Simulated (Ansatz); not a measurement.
# ZnCu2Se4, from a guessed structure to a relaxed one

Starting from a made-up structure for ZnCu2Se4, the aim is the relaxed cell, its shortest contacts and, where a second run follows, its electronic structure.

Main program and level: Ansatz 0.2.0; DFT, PBE, plane-wave PAW, files of the set soft_1, scalar-relativistic, ferromagnetic start, cell and ions relaxed at zero pressure; PAW set soft_1, in the first sound run; inputs show where later runs differ.

## 1. The starting structure

Symmetry: C2/m, No. 12, monoclinic system. The conventional cell has a = 12.646 Å, b = 3.710 Å, c = 6.139 Å, α = 90.00°, β = 118.75°, γ = 90.00°. Nearest to Se lie 3 Cu at 2.44 to 2.57 Å and 2 Zn at 2.62 Å. Nearest to Se lie 3 Cu at 2.38 to 2.39 Å and 1 Zn at 2.49 Å. Nearest to Zn lie 6 Se at 2.49 to 2.62 Å. Nearest to Cu lie 6 Se at 2.38 to 2.57 Å. Farther neighbours and most contacts between anions are not listed.

## 2. Relaxation of the guess

The guessed cell has no reason to be at equilibrium. It is relaxed with the atoms, within the space group of the guess.

input.yaml reads:

```yaml
crystal:
  lattice:
    - [6.323, -1.855, 0.0]
    - [6.323, 1.855, 0.0]
    - [-2.952790052, 0.0, 5.382225553]
  atoms:
    - { symbol: Se, position: [0.6405, 0.6405, 0.9747] }
    - { symbol: Se, position: [0.3595, 0.3595, 0.0253] }
    - { symbol: Se, position: [0.8708, 0.8708, 0.5399] }
    - { symbol: Se, position: [0.1292, 0.1292, 0.4601] }
    - { symbol: Zn, position: [0.0, 0.0, 0.0] }
    - { symbol: Cu, position: [0.7389, 0.7389, 0.7158], spin: 0.6 }
    - { symbol: Cu, position: [0.2611, 0.2611, 0.2842], spin: 0.6 }
magnetization:
  spin_polarized: true
kpoints:
  mp_grid: { grid: [8, 8, 5] }
scf:
  occupations: { method: fermi_dirac, width: 0.05 }
hamiltonian:
  xc: pbe
  pseudopotentials: { kind: paw, azcp: { folder: soft_1 } }
relax:
  f_tol: 0.015
  max_steps: 70
  cell: {}
output:
  forces: true
  stress: true
```

Run with:

```bash
> ansatz run input.yaml --threads 4 --pin off --max-ram 10240MiB --backend cpu --events-out ev --progress --plain --runs-dir out
```

Numbers of over 12 decimals in the logs are rounded to 6 here.

Output:

```text
Engine: ansatz 0.2.0, x86_64-unknown-linux-gnu
Pseudopotentials: kind: paw
Pseudopotential: Se, paw, valence charge 16, recommended cutoff 420 eV (normal), soft_1/Se.paw.azcp
Pseudopotential: Zn, paw, valence charge 12, recommended cutoff 420 eV (normal), soft_1/Zn.paw.azcp
Pseudopotential: Cu, paw, valence charge 19, recommended cutoff 420 eV (normal), soft_1/Cu.paw.azcp
Functional definition: PBE
  parameter kappa = 0.804
  parameter beta = 0.066725
  exchange = pbe_x(kappa = kappa, mu = beta*pi^2/3)
  correlation = pbe_c(beta = beta)
Crystal: 7 atoms, lattice volume = 126.258 Å³
Basis set: ecut = 420 eV, 2451 PW (Γ), exchange–correlation on 90×90×90 points (8 copies of the dense FFT grid, shifted against one another)
Bands: 70, of which v1, the nominal top of the filled ones, is band 57 counted from 1 (56 counted from 0)
Symmetry: 4 space group operations
Space group: C2/m (ITA 12), of the structure as read, at distance tolerance 5.0e-5 Å
Magnetic group: BNS 12.58 (UNI 65), of the structure as read, at distance tolerance 5.0e-5 Å
k-points: 93 of 320
Non-local potential: Se, projectors of the file, l = 0: 2, l = 1: 2, l = 2: 3, l = 3: 1
Non-local potential: Zn, projectors of the file, l = 0: 2, l = 1: 2, l = 2: 3, l = 3: 1
Non-local potential: Cu, projectors of the file, l = 0: 3, l = 1: 2, l = 2: 3, l = 3: 1
PAW form: soft (Blöchl's): semilocal exchange-correlation on the pseudo side does not see the compensation charge
PAW one-centre angular grid: Se, 590 points (default); XC on 64 Gauss nodes
PAW one-centre angular grid: Zn, 590 points (default); XC on 64 Gauss nodes
PAW one-centre angular grid: Cu, 590 points (default); XC on 64 Gauss nodes
Initial density: superposition of atomic densities (chi_scale 0.1, normalization cell, long waves kept (reshape's long-wave potential 0.07 eV rms))
Starting moments: Σ|m| = 1.2 μB on 2 of 7 sites
Initial wavefunctions: pseudopotential atomic-orbital guess
Functional: x = pbe(κ = 0.804, μ = 0.219515), c = pbe(β = 0.066725)
SCF iter   1: F=—  HF=-38454.156075 eV  |F-HF|=—  |Δ(HF+E_count)|=         —  Δρ=1.49e-1 (↑1.49e-1 ↓1.49e-1)  dr2=9.11e1  dr2_m=2.51e-2  M=1.290 μB ∫|m|=1.323 μB  β_m=0.30  ethr=3.10e-3  ⟨swp⟩=5.7  Hψ=47882  notcnv=0  defer=101
preconditioner: auto → Kerker (q_TF=auto, 2.682 Å⁻¹)  [metal: Δε(μ)=0.003 eV  Ē_g=10.590 eV  σ=0.050 eV  W_gap=0.01  n_scr=38 (ndim 8)  ℏωp=25.2 eV  f_vac=0.031  D(μ)=6.50/eV (n_scr^D=60)]
spin=Collinear: Kerker preconditioning applied to the charge; magnetization (m = ρ↑ − ρ↓) channel mixes plain (no charge-response kernel on spin).
SCF iter   2: F=—  HF=-38448.653104 eV  |F-HF|=—  |Δ(HF+E_count)|=    5.50e0  Δρ=8.22e-2 (↑2.38e-2 ↓8.22e-2)  dr2=5.94e0  dr2_m=1.25e0  M=0.289 μB ∫|m|=0.321 μB  β_m=0.30  ethr=3.10e-3  ⟨swp⟩=4.0  Hψ=33835  notcnv=0  defer=661
SCF iter   3: F=—  HF=-38446.093593 eV  |F-HF|=—  |Δ(HF+E_count)|=    2.56e0  Δρ=3.20e-2 (↑3.20e-2 ↓1.24e-2)  dr2=2.23e0  dr2_m=3.65e-1  M=0.484 μB ∫|m|=0.508 μB  β_m=0.30  ethr=3.10e-3  ⟨swp⟩=2.5  Hψ=27346  notcnv=0  defer=842
SCF iter   4: F=—  HF=-38445.626591 eV  |F-HF|=—  |Δ(HF+E_count)|=   4.67e-1  Δρ=1.77e-2 (↑1.63e-2 ↓1.77e-2)  dr2=1.19e-1  dr2_m=3.11e-1  M=0.345 μB ∫|m|=0.372 μB  β_m=0.30  ethr=1.96e-3  ⟨swp⟩=2.1  Hψ=19719  notcnv=0  defer=880
SCF iter   5: F=—  HF=-38445.775563 eV  |F-HF|=—  |Δ(HF+E_count)|=   1.49e-1  Δρ=2.89e-2 (↑4.37e-3 ↓2.89e-2)  dr2=6.89e-1  dr2_m=2.33e-1  M=0.244 μB ∫|m|=0.271 μB  β_m=0.30  ethr=1.04e-4  ⟨swp⟩=2.7  Hψ=24410  notcnv=0  defer=871
Mixer restart at iter 5: flushing history
spin-set hold released at iteration 5 (site moments contracting): the magnetisation degrees of freedom join the quasi-Newton model from the next iteration; the mixer history was flushed
SCF iter   6: F=—  HF=-38445.781883 eV  |F-HF|=—  |Δ(HF+E_count)|=   6.32e-3  Δρ=1.66e-2 (↑5.24e-3 ↓1.66e-2)  dr2=1.34e-1  dr2_m=1.28e-1  M=0.220 μB ∫|m|=0.245 μB  β_m=0.59  ethr=1.04e-4  ⟨swp⟩=2.0  Hψ=17424  notcnv=0  defer=873
SCF iter   7: F=—  HF=-38445.912707 eV  |F-HF|=—  |Δ(HF+E_count)|=   1.31e-1  Δρ=2.06e-2 (↑1.27e-2 ↓2.06e-2)  dr2=9.21e-1  dr2_m=1.92e-2  M=0.108 μB ∫|m|=0.125 μB  β_m=0.45  ethr=1.04e-4  ⟨swp⟩=2.0  Hψ=25946  notcnv=0  defer=873
SCF iter   8: F=—  HF=-38445.745996 eV  |F-HF|=—  |Δ(HF+E_count)|=   1.67e-1  Δρ=2.82e-3 (↑2.82e-3 ↓1.01e-3)  dr2=4.74e-3  dr2_m=2.59e-3  M=0.082 μB ∫|m|=0.095 μB  β_m=0.73  ethr=1.04e-4  ⟨swp⟩=2.1  Hψ=25586  notcnv=0  defer=874
SCF iter   9: F=—  HF=-38445.755509 eV  |F-HF|=—  |Δ(HF+E_count)|=   9.51e-3  Δρ=2.07e-3 (↑2.07e-3 ↓5.38e-4)  dr2=4.82e-3  dr2_m=1.07e-3  M=0.052 μB ∫|m|=0.060 μB  β_m=0.86  ethr=4.16e-6  ⟨swp⟩=2.0  Hψ=21988  notcnv=0  defer=874
SCF iter  10: F=—  HF=-38445.756219 eV  |F-HF|=—  |Δ(HF+E_count)|=   7.10e-4  Δρ=8.51e-4 (↑6.99e-4 ↓8.51e-4)  dr2=1.11e-3  dr2_m=1.22e-4  M=0.017 μB ∫|m|=0.020 μB  β_m=0.70  ethr=4.16e-6  ⟨swp⟩=2.0  Hψ=16776  notcnv=0  defer=874
SCF iter  11: F=—  HF=-38445.755987 eV  |F-HF|=—  |Δ(HF+E_count)|=   2.33e-4  Δρ=3.34e-4 (↑1.88e-4 ↓3.34e-4)  dr2=2.24e-4  dr2_m=3.04e-5  M=0.013 μB ∫|m|=0.015 μB  β_m=0.65  ethr=9.74e-7  ⟨swp⟩=2.0  Hψ=16739  notcnv=0  defer=874
SCF iter  12: F=—  HF=-38445.756053 eV  |F-HF|=—  |Δ(HF+E_count)|=   6.64e-5  Δρ=8.53e-5 (↑7.76e-5 ↓8.53e-5)  dr2=6.26e-5  dr2_m=3.69e-6  M=0.008 μB ∫|m|=0.010 μB  β_m=0.82  ethr=1.97e-7  ⟨swp⟩=2.0  Hψ=17679  notcnv=0  defer=874
SCF iter  13: F=—  HF=-38445.756085 eV  |F-HF|=—  |Δ(HF+E_count)|=   3.15e-5  Δρ=3.27e-5 (↑2.19e-5 ↓3.27e-5)  dr2=6.91e-6  dr2_m=2.61e-7  M=0.000 μB ∫|m|=0.001 μB  β_m=0.74  ethr=5.49e-8  ⟨swp⟩=2.0  Hψ=16897  notcnv=0  defer=874
SCF iter  14: F=—  HF=-38445.756085 eV  |F-HF|=—  |Δ(HF+E_count)|=   7.85e-8  Δρ=1.73e-5 (↑1.73e-5 ↓1.60e-5)  dr2=1.82e-6  dr2_m=1.24e-7  M=-0.001 μB ∫|m|=0.001 μB  β_m=0.87  ethr=6.06e-9  ⟨swp⟩=2.0  Hψ=21284  notcnv=0  defer=874
SCF iter  15: F=—  HF=-38445.756085 eV  |F-HF|=—  |Δ(HF+E_count)|=   6.15e-7  Δρ=1.29e-5 (↑1.29e-5 ↓8.99e-6)  dr2=8.49e-7  dr2_m=4.12e-8  M=-0.001 μB ∫|m|=0.001 μB  β_m=0.93  ethr=1.59e-9  ⟨swp⟩=2.1  Hψ=16035  notcnv=0  defer=874
SCF iter  16: F=—  HF=-38445.756086 eV  |F-HF|=—  |Δ(HF+E_count)|=   3.07e-7  Δρ=9.15e-6 (↑9.15e-6 ↓8.98e-6)  dr2=3.14e-7  dr2_m=2.84e-9  M=-0.000 μB ∫|m|=0.000 μB  β_m=0.77  ethr=7.45e-10  ⟨swp⟩=2.0  Hψ=19671  notcnv=0  defer=874
SCF iter  17: F=—  HF=-38445.756086 eV  |F-HF|=—  |Δ(HF+E_count)|=   5.56e-8  Δρ=6.09e-6 (↑6.09e-6 ↓5.78e-6)  dr2=1.63e-7  dr2_m=1.81e-9  M=-0.000 μB ∫|m|=0.000 μB  β_m=0.78  ethr=2.76e-10  ⟨swp⟩=2.0  Hψ=22762  notcnv=0  defer=874
[...]
Initial wavefunctions: pseudopotential atomic-orbital guess (no wavefunctions were taken with the density)
iter 1 solved again at ethr=5.95e-7 eV; its pass at ethr=3.10e-3 eV (dr2=6.79e-4 eV) is discarded
SCF iter   1: F=—  HF=-38446.143012 eV  |F-HF|=—  |Δ(HF+E_count)|=         —  Δρ=1.18e-3 (↑1.18e-3 ↓1.18e-3)  dr2=2.28e-4  dr2_m=2.16e-10  M=-0.000 μB ∫|m|=0.000 μB  β_m=0.30  ethr=5.95e-7  ⟨swp⟩=3.0  Hψ=80562  notcnv=0
preconditioner: auto → Kerker (q_TF=auto, 2.656 Å⁻¹)  [metal: Δε(μ)=0.011 eV  Ē_g=10.433 eV  σ=0.050 eV  W_gap=0.06  n_scr=46 (ndim 8)  ℏωp=24.4 eV  f_vac=0.040  D(μ)=4.62/eV (n_scr^D=38)]
spin=Collinear: Kerker preconditioning applied to the charge; magnetization (m = ρ↑ − ρ↓) channel mixes plain (no charge-response kernel on spin).
SCF iter   2: F=—  HF=-38446.177317 eV  |F-HF|=—  |Δ(HF+E_count)|=   3.43e-2  Δρ=8.33e-4 (↑8.33e-4 ↓8.33e-4)  dr2=9.88e-5  dr2_m=1.07e-10  M=-0.000 μB ∫|m|=0.000 μB  β_m=0.55  ethr=2.00e-7  ⟨swp⟩=2.0  Hψ=18438  notcnv=0
SCF iter   3: F=—  HF=-38446.207948 eV  |F-HF|=—  |Δ(HF+E_count)|=   3.06e-2  Δρ=2.80e-4 (↑2.80e-4 ↓2.80e-4)  dr2=9.38e-5  dr2_m=7.94e-12  M=-0.000 μB ∫|m|=0.000 μB  β_m=0.55  ethr=8.67e-8  ⟨swp⟩=2.0  Hψ=18542  notcnv=0
SCF iter   4: F=—  HF=-38446.210274 eV  |F-HF|=—  |Δ(HF+E_count)|=   2.33e-3  Δρ=7.04e-5 (↑7.04e-5 ↓7.04e-5)  dr2=4.66e-6  dr2_m=6.14e-13  M=-0.000 μB ∫|m|=0.000 μB  β_m=0.58  ethr=8.23e-8  ⟨swp⟩=2.0  Hψ=16274  notcnv=0
SCF iter   5: F=—  HF=-38446.210402 eV  |F-HF|=—  |Δ(HF+E_count)|=   1.28e-4  Δρ=1.55e-5 (↑1.55e-5 ↓1.55e-5)  dr2=8.66e-7  dr2_m=4.03e-14  M=-0.000 μB ∫|m|=0.000 μB  β_m=0.58  ethr=4.09e-9  ⟨swp⟩=2.0  Hψ=16749  notcnv=0
SCF iter   6: F=—  HF=-38446.210407 eV  |F-HF|=—  |Δ(HF+E_count)|=   5.20e-6  Δρ=6.95e-6 (↑6.95e-6 ↓6.95e-6)  dr2=3.29e-7  dr2_m=6.08e-15  M=-0.000 μB ∫|m|=0.000 μB  β_m=0.66  ethr=7.60e-10  ⟨swp⟩=2.0  Hψ=15222  notcnv=0
SCF iter   7: F=—  HF=-38446.210407 eV  |F-HF|=—  |Δ(HF+E_count)|=   2.11e-7  Δρ=4.49e-6 (↑4.49e-6 ↓4.49e-6)  dr2=1.38e-7  dr2_m=3.88e-15  M=-0.000 μB ∫|m|=0.000 μB  β_m=0.83  ethr=2.88e-10  ⟨swp⟩=2.1  Hψ=14674  notcnv=0
SCF iter   8: F=—  HF=-38446.210408 eV  |F-HF|=—  |Δ(HF+E_count)|=   3.80e-7  Δρ=1.51e-6 (↑1.51e-6 ↓1.51e-6)  dr2=9.82e-9  dr2_m=2.53e-15  M=0.000 μB ∫|m|=0.000 μB  β_m=0.86  ethr=1.21e-10  ⟨swp⟩=2.0  Hψ=18446  notcnv=0
SCF iter   9: F=—  HF=-38446.210408 eV  |F-HF|=—  |Δ(HF+E_count)|=   8.35e-9  Δρ=1.28e-6 (↑1.28e-6 ↓1.28e-6)  dr2=1.05e-8  dr2_m=1.45e-16  M=-0.000 μB ∫|m|=0.000 μB  β_m=0.93  ethr=8.61e-12  ⟨swp⟩=2.0  Hψ=18750  notcnv=0
SCF iter  10: F=—  HF=-38446.210408 eV  |F-HF|=—  |Δ(HF+E_count)|=   2.15e-9  Δρ=4.65e-7 (↑4.65e-7 ↓4.65e-7)  dr2=1.99e-9  dr2_m=1.75e-16  M=-0.000 μB ∫|m|=0.000 μB  β_m=0.86  ethr=8.61e-12  ⟨swp⟩=2.0  Hψ=16176  notcnv=0
SCF iter  11: F=—  HF=-38446.210409 eV  |F-HF|=—  |Δ(HF+E_count)|=   1.29e-6  Δρ=1.62e-7 (↑1.62e-7 ↓1.62e-7)  dr2=2.34e-10  dr2_m=8.41e-17  M=0.000 μB ∫|m|=0.000 μB  β_m=0.81  ethr=1.75e-12  ⟨swp⟩=2.2  Hψ=20125  notcnv=0
SCF iter  12: F=—  HF=-38446.210409 eV  |F-HF|=—  |Δ(HF+E_count)|=  1.60e-10  Δρ=9.62e-8 (↑9.62e-8 ↓9.62e-8)  dr2=8.44e-11  dr2_m=1.81e-17  M=0.000 μB ∫|m|=0.000 μB  β_m=0.91  ethr=1.00e-12  ⟨swp⟩=4.0  Hψ=44227  notcnv=0
SCF iter  13: F=—  HF=-38446.210409 eV  |F-HF|=—  |Δ(HF+E_count)|=  7.28e-11  Δρ=1.76e-7 (↑1.76e-7 ↓1.76e-7)  dr2=1.18e-10  dr2_m=3.61e-18  M=0.000 μB ∫|m|=0.000 μB  β_m=0.80  ethr=1.00e-12  ⟨swp⟩=4.0  Hψ=41060  notcnv=0
SCF iter  14: F=-38446.210409 eV  HF=-38446.210409 eV  |F-HF|=7.28e-12  |Δ(HF+E_count)|=  7.28e-12  Δρ=3.92e-8 (↑3.92e-8 ↓3.92e-8)  dr2=7.05e-12  dr2_m=2.88e-18  M=-0.000 μB ∫|m|=0.000 μB  ethr=1.00e-12  ⟨swp⟩=2.9  Hψ=39130  notcnv=0
the starting moments were not kept: the SCF closed with an absolute magnetisation of 5.8e-10 μB, where they sum to 1.2 μB in size (2 sites). That is at most 0.1 of that sum. Measured as dr2_m measures the in/out step, that magnetisation stands 0 eV from none, at or under the dr2_threshold of 7.0e-11 eV: it is no larger than a step whose dr2_m would equal this threshold.
SCF 8 converged in 14 iterations: F = -38446.210409 eV  dr2 = 7.05e-12
  greatest PAW one-centre occupation: 1.000 electrons in one spin orbital (limit 2), on the Se atom at site 1 (counted from 0), in its partial waves of l = 2
relax step   8: F+E_penalty+E_count = -38446.21040916 eV  Δ(F+E_penalty+E_count) = -2.814e-3 eV  max|allowed force component| = 5.757e-3 eV/Å  Δτ_max = 0.0000 Å  P = +0.009 GPa  Ω = 134.079 Å³  stress off target by 2.91e-2 GPa  SCF on the basis re-selected at this cell (its energy is not comparable with the rows above)  (14 SCF iters)
basis re-selected at this cell: Δ(F+E_penalty+E_count) = -2.814e-3 eV, ΔP = +0.003 GPa vs the last step (what re-selecting the basis moved, of the pressure what is left beyond the Pulay correction that the steps carried, after the strain that the cell walked since its last selection, with what the two solves' SCF thresholds leave and, on support functions, any second-order correction that the steps lacked; it is no m [...]
SCF converged after 14 iterations
Magnetization: -0.0000 μB (57.0000 up, 57.0000 down)
Absolute magnetization: 0.0000 μB (∫|ρ↑−ρ↓|, with the PAW one-centre terms)
Spin contamination: 0.0000 ħ² per cell (⟨S²⟩ above its minimum at these occupations)
Per-site moments (μB) at R_I (Å): [(-7.683271788859316e-11, 1.028697), (-7.683257283359182e-11, 1.028697), (2.6797944641415795e-12, 1.028003), (2.679972278665777e-12, 1.028003), (5.832358846219227e-12, 1.068340), (1.3261869681355226e-11, 1.028003), (1.3261645835204042e-11, 1.028003)]
Free energy (F): -38446.210409 eV
Harris-Foulkes:  -38446.210409 eV  (|F-HF|=7.28e-12)
Internal energy: -38446.171383 eV  (E = F + TS)
E sigma→0 (E₀):  -38446.190896 eV
Entropy (-TS):   -0.039026 eV (-5.575 meV/atom)
Fermi energy:    9.861589 eV
--- Per-component energies (eV) ---
  E_band       = -2371.629812
  E_kinetic    = 1103.925832
  E_local      = -23063.292301  (includes V_loc(G=0)·N_el)
  E_nonlocal   = 1188.485645
  E_hartree    = 10820.806293
  E_xc         = -553.383994
  E_vxc        = -586.328898  (∫ρ·V_xc dr)
  E_paw        = -14048.717362  (= ΣΔE_a)
  E_vpaw       = -2656.033294  (= ΣTr[D̂ρ^β])
  E_aug_tail   = 0.000332  (compensation charges beyond the density's cutoff)
  E_ewald      = -13893.995827
  E_smearing   = -0.039026  (= −TS)
  E_closure    = -0.000000  (closes the sum)
  Σ components = -38446.210409   (vs F -38446.210409, Δ=0.00e0)
--- Forces (eV/Å), atoms counted from 1 ---
  atom   1  Se     0.00283186     0.00000000    -0.00459637
  atom   2  Se    -0.00283186    -0.00000000     0.00459637
  atom   3  Se     0.00088405    -0.00000000     0.00202365
  atom   4  Se    -0.00088405     0.00000000    -0.00202365
  atom   5  Zn     0.00000000     0.00000000     0.00000000
  atom   6  Cu    -0.00575679    -0.00000000     0.00354082
  atom   7  Cu     0.00575679     0.00000000    -0.00354082
  max |Σ_I F_I| component: 8.67e-19 eV/Å
--- Stress (GPa, compression-positive) ---
        0.029062      -0.000000      -0.000005
       -0.000000      -0.019500       0.000000
       -0.000005       0.000000       0.018935
  P = ⅓ Tr σ = 0.0095 GPa (0.095 kbar)
--- Relaxed structure (7 steps of the walk, 7 accepted, 1 SCFs on fresh bases) ---
  F+E_penalty+E_count = -38446.21040916 eV   max|allowed force component| = 5.757e-3 eV/Å   (the final SCF, on the basis selected at the relaxed cell)
  cell:  # Å, volume = 134.0795 Å³
    - [6.014174, -1.940776, -0.221410]
    - [6.014174, 1.940776, -0.221410]
    - [-2.997038, 0, 5.853893]
  atoms:
    - { symbol: Se, position: [0.634730, 0.634730, 0.973113] }
    - { symbol: Se, position: [0.365270, 0.365270, 0.026887] }
    - { symbol: Se, position: [0.883166, 0.883166, 0.533832] }
    - { symbol: Se, position: [0.116834, 0.116834, 0.466168] }
    - { symbol: Zn, position: [0, 0, 0] }
    - { symbol: Cu, position: [0.734026, 0.734026, 0.717393] }
    - { symbol: Cu, position: [0.265974, 0.265974, 0.282607] }
```

The job ended after 2.4 min (4 threads of Intel Xeon Platinum 8488C (Sapphire Rapids), shared host; peak memory 1.5 GiB).

Relaxation path:

```tsv
step	energy less that of the first step (eV)	largest force component (eV/Å)	pressure (GPa)	volume (Å³)
1	0.0000	1.0583	8.95	126.26
2	-0.3513	0.3201	1.39	135.68
3	-0.3941	0.1476	0.11	136.76
4	-0.4348	0.1427	-0.35	135.37
5	-0.4422	0.0938	-0.35	135.26
6	-0.4496	0.0488	0.16	133.59
7	-0.4515	0.0052	0.01	134.08
8*	-0.4543	0.0058	0.01	134.08
```

Relaxation steps marked * repeat the geometry before them on a plane-wave basis chosen anew for their cell, so energy and pressure can jump there.

Forces are held to the 4 operations that the run works with; a distortion that breaks them can't arise in this run.

```tsv
cell as run	before	after	change
a (Å)	6.589	6.323	-4.0 %
b (Å)	6.589	6.323	-4.0 %
c (Å)	6.139	6.576	+7.1 %
α (°)	117.49	117.68	+0.2 %
β (°)	117.49	117.68	+0.2 %
γ (°)	32.70	35.75	+9.3 %
volume (Å³/atom)	18.04	19.15	+6.2 %
```

The atoms that moved most (Å, as changes of fractional coordinates times the final cell):

```tsv
atom	dx	dy	dz	length
Se4	-0.167	0.000	0.041	0.172
Se3	0.167	0.000	-0.041	0.172
Se2	0.065	0.000	0.007	0.065
Se1	-0.065	0.000	-0.007	0.065
Cu6	-0.063	0.000	0.011	0.064
Cu7	0.063	0.000	-0.011	0.064
```

This step gave:

```yaml
free_energy: -38446.2104 eV
energy_at_zero_smearing: -38446.1909 eV
smearing_term_ts: 0.03903 eV
fermi_energy: 9.862 eV
electrons: 114
symmetry_operations: 4
pressure: 0.009499 GPa
```

Shortest distances by pair of elements, guess and relaxed (not always the same contact):

```tsv
pair	guess (Å)	relaxed (Å)
Cu–Se	2.383	2.492
Se–Zn	2.492	2.590
Cu–Zn	2.899	2.810
Se–Se	3.222	3.055
Cu–Cu	3.355	3.628
```

The relaxation ends with a largest force component of 0.0058 eV/Å and a pressure of 0.01 GPa. No moment survives the cycle: this start ends non-magnetic.

(Continued in part 2 of 2.)

[Logs are printed without paths, hosts, clocks, repeated set-up lines and the standing remarks that a program may print on its own settings, such as how far it seeks lower states.]

[Hosts, paths, dates, database ids (printed as entryN), source tags and the programs' standing remarks are cut or masked in the printed files.]
